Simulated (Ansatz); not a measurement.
## AgF (model cell, started as wurtzite): relaxing the cell for a phonon run: relaxation, k-mesh 12×12×8

Ansatz 0.2.0; DFT LDA, scalar-relativistic, plane waves, PAW.

The structure was built from a prototype and need not be the compound's stable phase.

The structure is hexagonal, space group P6_3/mmc (No. 194). Conventional cell: a = 4.011 Å, b = 4.011 Å, c = 4.716 Å, α = 90.00°, β = 90.00°, γ = 120.00°. Ag has 5 F at 2.32 to 2.36 Å nearest. F has 5 Ag at 2.32 to 2.36 Å nearest. Farther neighbours and most contacts between anions are not listed.

Little changed from the start: no atom moved by 0.005 Å and no cell edge by 0.1 %.

This step gave:

```yaml
pressure: -2.59e-4 GPa
```

ELF in the ac plane at fractional y = 0.333, with atoms of Ag and F within 0.2 Å of it. It is the smooth field of the valence electrons, not physical close to the nuclei.

Values, 16 rows by 14 columns, each cell a mean:
```
0.10 0.17 0.23 0.20 0.11 0.09 0.45 0.77 0.71 0.50 0.65 0.79 0.57 0.17
0.09 0.16 0.21 0.19 0.11 0.09 0.42 0.75 0.76 0.63 0.72 0.79 0.54 0.16
0.08 0.13 0.17 0.15 0.09 0.07 0.27 0.58 0.76 0.78 0.77 0.69 0.35 0.11
0.06 0.09 0.11 0.10 0.07 0.05 0.12 0.26 0.43 0.49 0.46 0.34 0.15 0.06
0.04 0.05 0.05 0.05 0.04 0.04 0.06 0.08 0.10 0.10 0.10 0.09 0.07 0.05
0.04 0.04 0.04 0.04 0.04 0.06 0.11 0.17 0.24 0.27 0.25 0.20 0.12 0.08
0.06 0.06 0.09 0.07 0.06 0.09 0.22 0.36 0.50 0.55 0.52 0.42 0.25 0.13
0.07 0.09 0.14 0.11 0.07 0.11 0.30 0.48 0.63 0.70 0.65 0.55 0.35 0.17
0.08 0.11 0.19 0.14 0.08 0.12 0.35 0.54 0.72 0.83 0.76 0.61 0.41 0.20
0.07 0.10 0.17 0.13 0.07 0.12 0.33 0.51 0.68 0.77 0.71 0.58 0.38 0.19
0.06 0.07 0.10 0.08 0.06 0.10 0.24 0.39 0.53 0.58 0.55 0.46 0.28 0.14
0.05 0.05 0.05 0.05 0.05 0.07 0.15 0.24 0.35 0.39 0.36 0.29 0.17 0.10
0.04 0.04 0.05 0.04 0.04 0.04 0.07 0.09 0.11 0.12 0.11 0.10 0.08 0.05
0.05 0.07 0.09 0.08 0.05 0.05 0.08 0.14 0.23 0.27 0.25 0.18 0.09 0.05
0.08 0.12 0.16 0.14 0.09 0.07 0.23 0.51 0.72 0.76 0.74 0.62 0.30 0.10
0.09 0.15 0.20 0.18 0.10 0.08 0.37 0.71 0.79 0.73 0.77 0.78 0.48 0.14
```
Columns run along a (4.0 Å), rows up along c (4.7 Å). Atoms in or near the plane, at fractional coordinates: Ag at (0.67, 0.44), F at (0.67, 0.94).

Electrostatic potential energy in the ac plane at fractional y = 0.333, with atoms of Ag and F within 0.2 Å of it. With pseudopotentials it is smooth inside the atoms' cores, unlike the true potential.

Ten even steps from '_' (-33 eV) to '@' (13 eV), each cell a mean:
```
@@@@%%%%@@@@@@++______::@@@@
@@@@%%@@@@@@@@**______--@@@@
@@@@@@@@@@@@@@@@++--==%%@@@@
@@@@@@@@@@@@@@@@@@%%@@@@@@@@
@@@@@@@@@@@@@@@@@@%%%%@@@@@@
@@@@@@@@@@@@@@%%##****##@@@@
@@@@@@@@@@@@%%++--::--==##@@
@@@@@@@@@@@@**--..__..::++%%
@@@@@@@@@@%%++::______..==%%
@@@@@@@@@@@@**--______::++%%
@@@@@@@@@@@@##++::::::==##%%
@@@@@@@@@@@@%%##++==++**%%@@
@@@@@@@@@@@@@@@@%%%%%%@@@@@@
@@@@@@@@@@@@@@@@@@@@@@@@@@@@
@@@@@@@@@@@@@@@@##++**%%@@@@
@@@@@@@@@@@@@@##..__..++@@@@
```
Columns run along a (4.0 Å; values clipped at the 3rd and 97th percentile), rows up along c (4.7 Å). Atoms in or near the plane, at fractional coordinates: Ag at (0.67, 0.44), F at (0.67, 0.94).

Valence density in the ac plane at fractional y = 0.333, with atoms of Ag and F within 0.2 Å of it. It is the smooth field of the valence electrons, not physical close to the nuclei.

Values in e/Å³, 16 rows by 14 columns, each cell a mean:
```
 0  0  0  0  0  0  0  2  8 13  9  4  1  0
 0  0  0  0  0  0  0  1  6 10  7  3  1  0
 0  0  0  0  0  0  0  1  2  3  2  1  0  0
 0  0  0  0  0  0  0  0  1  1  1  0  0  0
 0  0  0  0  0  0  0  0  0  0  0  0  0  0
 0  0  0  0  0  0  0  0  1  1  1  0  0  0
 0  0  0  0  0  0  0  1  4  5  4  2  1  0
 0  0  0  0  0  0  1  3  9 13 10  5  1  0
 0  0  0  0  0  0  1  5 14 20 16  8  2  0
 0  0  0  0  0  0  1  4 12 16 13  7  2  0
 0  0  0  0  0  0  1  2  5  7  6  3  1  0
 0  0  0  0  0  0  0  1  1  2  2  1  0  0
 0  0  0  0  0  0  0  0  0  0  0  0  0  0
 0  0  0  0  0  0  0  0  0  0  0  0  0  0
 0  0  0  0  0  0  0  0  1  2  2  1  0  0
 0  0  0  0  0  0  0  1  4  7  5  2  0  0
```
Columns run along a (4.0 Å), rows up along c (4.7 Å). Atoms in or near the plane, at fractional coordinates: Ag at (0.67, 0.44), F at (0.67, 0.94).

Q: Write an input that reproduces this.

The system, level and task follow from the heading and the kind of results. Meshes, cutoffs and thresholds can't be read from the results; these are the ones that the run used.

Input file input.yaml:

```yaml
crystal:
  lattice:
    - [4.010755846, 3.0414e-06, 0.0]
    - [-2.0053805569, 3.4734149304, 0.0]
    - [0.0, 0.0, 4.7159638698]
  atoms:
    - { symbol: Ag, position: [0.3333333333, 0.6666666667, -0.0625042969] }
    - { symbol: Ag, position: [0.6666666667, 0.3333333333, 0.4374957031] }
    - { symbol: F, position: [0.3333333333, 0.6666666667, 0.4375042969] }
    - { symbol: F, position: [0.6666666667, 0.3333333333, 0.9375042969] }
kpoints:
  mp_grid: { grid: [12, 12, 8] }
hamiltonian:
  xc: lda
scf:
  occupations: { method: gaussian, width: 0.1 }
output:
  forces: true
  stress: true
  eigenvalues: true
  write_density: true
  write_potential: true
  elf: true
  volumetric_format: npy
relax:
  adjacent_minimum: "off"
  f_tol: 0.005
  max_steps: 80
  cell: { stress_tol: 0.05 }
```

Launch:

```
$ ansatz run input.yaml --threads 4 --pin off --max-ram 7168MiB --backend cpu --events-out ev --progress --plain --runs-dir out
```

[Logs are printed without paths, hosts, clocks, repeated set-up lines and the standing remarks that a program may print on its own settings, such as how far it seeks lower states.]

[Hosts, paths, dates, database ids (printed as entryN), source tags and the programs' standing remarks are cut or masked in the printed files.]
